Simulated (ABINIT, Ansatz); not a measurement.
# Quasiparticle gap of Na2LiScF6 (Fm-3m) in ABINIT, part 3 of 3

Wanted: ground state, empty states, screening and self-energy for Na2LiScF6 (Fm-3m).

ABINIT 10.8.3; PBEsol and many-body steps on it, plane waves. Known limits of the many-body steps: not at the basis limit; coarse k mesh.

So far. Step 4 (Empty states on the mesh, 2×2×2 mesh, 271 bands): On this mesh the gap is 6.027 eV. Step 5 (Screening, 2×2×2 mesh, 247 bands, screening to 176.9 eV): Local fields lower ε∞ by 8 %. On a Γ-centred mesh this coarse the value itself is usually too large, while a short band sum pulls it down.

### Step 6. Self-energy, 2×2×2 mesh, 247 bands, screening to 176.9 eV

The self-energy is evaluated for the states that the input lists, and the levels follow from it, in one-shot runs by the linearised quasiparticle equation.

This step: G0W0 on PBEsol, plane waves, norm-conserving pseudopotentials.

Input file run.abi:

```
acell 3*1.0 Angstrom
rprim 
  0.000000000000 4.017450000000 4.017450000000
  4.017450000000 0.000000000000 4.017450000000
  4.017450000000 4.017450000000 -0.000000000000
ntypat 4
znucl 11 3 21 9
natom 10
typat 1 1 2 3 4 4 4 4 4 4
xred 
  0.250000000000 0.250000000000 0.250000000000
  0.750000000000 0.750000000000 0.750000000000
  0.500000000000 0.500000000000 0.500000000000
  0.000000000000 -0.000000000000 0.000000000000
  0.250423000000 0.250423000000 0.749577000000
  0.250423000000 0.749577000000 0.749577000000
  0.749577000000 0.749577000000 0.250423000000
  0.250423000000 0.749577000000 0.250423000000
  0.749577000000 0.250423000000 0.749577000000
  0.749577000000 0.250423000000 0.250423000000
pp_dirpath "pseudos"
pseudos "Na.upf, Li.upf, Sc.upf, F.upf"
ecut 38
ngkpt 2 2 2
nshiftk 1
shiftk 0 0 0
kptopt 1
chksymbreak 0
istwfk *1
occopt 1
irdwfk 1
optdriver 4
nband 247
gwcalctyp 0
ecutsigx 38
symsigma 1
nkptgw 1
kptgw 
  0.0000000000 0.0000000000 0.0000000000
bdgw 
  35 41
ecuteps 6.5
irdscr 1
ppmodel 1
indata_prefix "in"
outdata_prefix "out"
tmpdata_prefix "tmp"
```

On the command line:

```sh
$ OMP_NUM_THREADS=1 mpirun -n 4 abinit run.abi > log
```

Numbers of over 12 decimals in the logs are rounded to 6 here.

The log of the run:

```text
.Version 10.8.3 of ABINIT. v10.8.2 released Aug 2026.

 Symmetries : space group Fm -3 m (#225); Bravais cF (face-center cubic)
[... echo of the input left out ...]
== DATASET  1 ==================================================================
-   mpi_nproc: 4, omp_nthreads: 1 (-1 if OMP is not activated)

--- !DatasetInfo
iteration_state: {dtset: 1, }
dimensions: {natom: 10, nkpt: 3, mband: 247, nsppol: 1, nspinor: 1, nspden: 1, mpw: 9841, }
cutoff_energies: {ecut:  38.0, pawecutdg:  -1.0, }
electrons: {nelect:   7.40000000E+01, charge:   0.00000000E+00, occopt:   1.00000000E+00, tsmear:   1.00000000E-02, }

 SIGMA: Calculation of the GW corrections

 Based on a program developped by R.W. Godby, V. Olevano, G. Onida, and L. Reining.
 Incorporated in ABINIT by V. Olevano, G.-M. Rignanese, and M. Torrent.
.Using double precision arithmetic ; gwpc =  8

[... cell and pseudopotentials left out ...]
--------------------------------------------------------------------------------

 ==== K-mesh for the wavefunctions ====
 Number of points in the irreducible wedge :     3
[... list of points left out ...]
 Together with 48 symmetry operations and time-reversal symmetry
 yields     8 points in the full Brillouin Zone.

 ==== Q-mesh for screening function ====
 Number of points in the irreducible wedge :     3
[... list of points left out ...]
 Together with 48 symmetry operations and time-reversal symmetry
 yields     8 points in the full Brillouin Zone.

 vcoul_init : cutoff-mode = AUXILIARY_FUNCTION
 q-points for optical limit:   1
     1)      0.000010    0.000020    0.000030
 setmesh: FFT mesh size selected  =    60x   60x   60
          total number of points  =       216000

 Number of electrons calculated from density =   74.0000; Expected =   74.0000
 average of density, n =  0.084558
 r_s =    1.4134
 omega_plasma =   28.0500 [eV]

 === KS Band Gaps ===
  >>>> For spin  1
   Minimum direct gap =   6.0274 [eV], located at k-point      :   0.0000  0.0000  0.0000
   Fundamental gap    =   6.0274 [eV], Top of valence bands at :   0.0000  0.0000  0.0000
                                       Bottom of conduction at :   0.0000  0.0000  0.0000
 SIGMA fundamental parameters:
 PLASMON POLE MODEL  1
 number of plane-waves for SigmaX                 9841
 number of plane-waves for SigmaC and W            701
 number of plane-waves for wavefunctions          9841
 number of bands                                   247
 number of independent spin polarizations            1
 number of spinorial components                      1
 number of k-points in IBZ                           3
 number of q-points in IBZ                           3
 number of symmetry operations                      48
 number of k-points in BZ                            8
 number of q-points in BZ                            8
 number of frequencies for dSigma/dE                 9
 frequency step for dSigma/dE [eV]                0.25
 number of omega for Sigma on real axis              0
 max omega for Sigma on real axis  [eV]           0.00
 zcut for avoiding poles [eV]                     0.10

 EPSILON^-1 parameters (SCR file):
 dimension of the eps^-1 matrix on file            701
 dimension of the eps^-1 matrix used               701
 number of plane-waves for wavefunctions          9841
 number of bands                                   247
 number of q-points in IBZ                           3
 number of frequencies                               2
 number of real frequencies                          1
 number of imag frequencies                          1

 matrix elements of self-energy operator (all in [eV])

 Perturbative Calculation

--- !SelfEnergy_ee
iteration_state: {dtset: 1, }
kpoint     : [   0.000,    0.000,    0.000, ]
spin       : 1
KS_gap     :    6.027
QP_gap     :    9.327
Delta_QP_KS:    3.299
data: !SigmaeeData |
     Band     E0 <VxcDFT>   SigX SigC(E0)      Z dSigC/dE  Sig(E)    E-E0       E
       35  -1.040 -22.672 -29.900   5.020   0.811  -0.233 -24.462  -1.790  -2.829
       36  -1.040 -22.672 -29.900   5.020   0.811  -0.233 -24.462  -1.790  -2.829
       37  -1.040 -22.672 -29.900   5.020   0.811  -0.233 -24.462  -1.790  -2.829
       38   4.988  -8.734  -4.465  -2.591   0.900  -0.111  -7.224   1.509   6.497
       39   5.956 -18.615 -10.389  -3.998   0.841  -0.190 -15.061   3.554   9.510
       40   5.956 -18.615 -10.389  -3.998   0.841  -0.190 -15.061   3.554   9.510
       41   5.956 -18.615 -10.389  -3.998   0.841  -0.190 -15.061   3.554   9.510

== END DATASET(S) ==============================================================
================================================================================

 -outvars: echo values of variables after computation  --------
           etotal      0.0000000000E+00
            nband         247
             nkpt           3
          spgroup         225
 [... the other variables as echoed above ...]

 Calculation completed.
```

Elapsed: 29 s, on 4 MPI ranks of Arm Neoverse V2, shared host; peak memory 2.1 GiB; 1.9 min of CPU time.

This step gave:

- G0W0 gap on the points computed: 9.326 eV
- starting gap on the mesh: 6.027 eV
- k of the valence top: 0, 0, 0
- k of the conduction bottom: 0, 0, 0
- Z at the valence top: 0.811
- Z at the conduction bottom: 0.9
- least direct G0W0 gap on the computed points: 9.326 eV

The gap on the mesh goes from 6.03 eV to 9.33 eV, a correction of +3.30 eV.

Limits: finite bands, cutoff and mesh; coarse k mesh. v1 is the top filled band, c1 the lowest empty one. Levels before and after the correction, in eV, zero at the valence-band top of each column:

```
           conduction bottom  valence top
Kohn-Sham               6.03         0.00
     G0W0               9.33         0.00
```

|  | level | energy (eV) |
| --- | --- | --- |
| Kohn-Sham | Γ v3-v1 | 0.000 |
| Kohn-Sham | Γ c1 | 6.027 |
| Kohn-Sham | Γ c2-c4 | 6.996 |
| G0W0 | Γ v3-v1 | 0.000 |
| G0W0 | Γ c1 | 9.326 |
| G0W0 | Γ c2-c4 | 12.339 |

### Step 7. Where the time went

Times are wall times on 4 MPI ranks of Arm Neoverse V2, shared host, good to a factor of about two.

```csv
step,time,share,memory (GiB)
ground state,55 s,13 %,0.57
bands along the symmetry lines,98 s,24 %,0.53
empty states on the mesh,2.3 min,34 %,0.5
screening,92 s,22 %,2.6
self-energy,29 s,7 %,2.1
```

### Step 8. Outcome

| Item | Value |
| --- | --- |
| PBEsol gap | 6.03 eV, direct |
| G0W0 gap on the mesh | 9.33 eV |
| GW settings | 2×2×2 mesh, 247 bands, screening to 176.9 eV, Godby-Needs plasmon pole |
| known limits | not at the basis limit; coarse k mesh |

G0W0 moves the gap on the mesh from 6.03 eV to 9.33 eV (+3.30 eV), with Z of 0.81 and 0.90 at the edges. Local fields lower the RPA ε∞ on this mesh from 2.23 to 2.04; a Γ-centred mesh this coarse tends to raise both, most where the direct gap is narrow, while a short band sum lowers them. Only 1 of the mesh's irreducible points was corrected, so a valley elsewhere could overtake. Bands and cutoff are finite, so the gap is not at the basis limit. The miss can reach some tenths of an eV and take either sign; the mesh is an error of its own. In the G0W0 run levels were corrected at 1 k point alone, so a gap called «on the mesh» is the least over those, and an edge elsewhere would be missed. The 2×2×2 mesh is coarse for this cell, which bears on the long-range parts of exchange and screening.

[Paths, hosts, dates, memory and timing lines, banners, echoed tables and standing remarks are left out of the program output.]

[Logs are printed without paths, hosts, clocks, repeated set-up lines and the standing remarks that a program may print on its own settings, such as how far it seeks lower states.]

[Runs of the session that timed out or met a known fault of the program may be left out.]

[Hosts, paths, dates, database ids (printed as entryN), source tags and the programs' standing remarks are cut or masked in the printed files.]

[G0W0 gaps are taken among the corrected bands and points alone; a level outside them can change the order at an edge.]

[Where Ansatz stands beside ABINIT at settings called matched, ABINIT's density can come from a denser mesh and the files from another edition; pairs whose starting gaps differed by over 0.03 eV were left out, so agreement reads better than it is.]
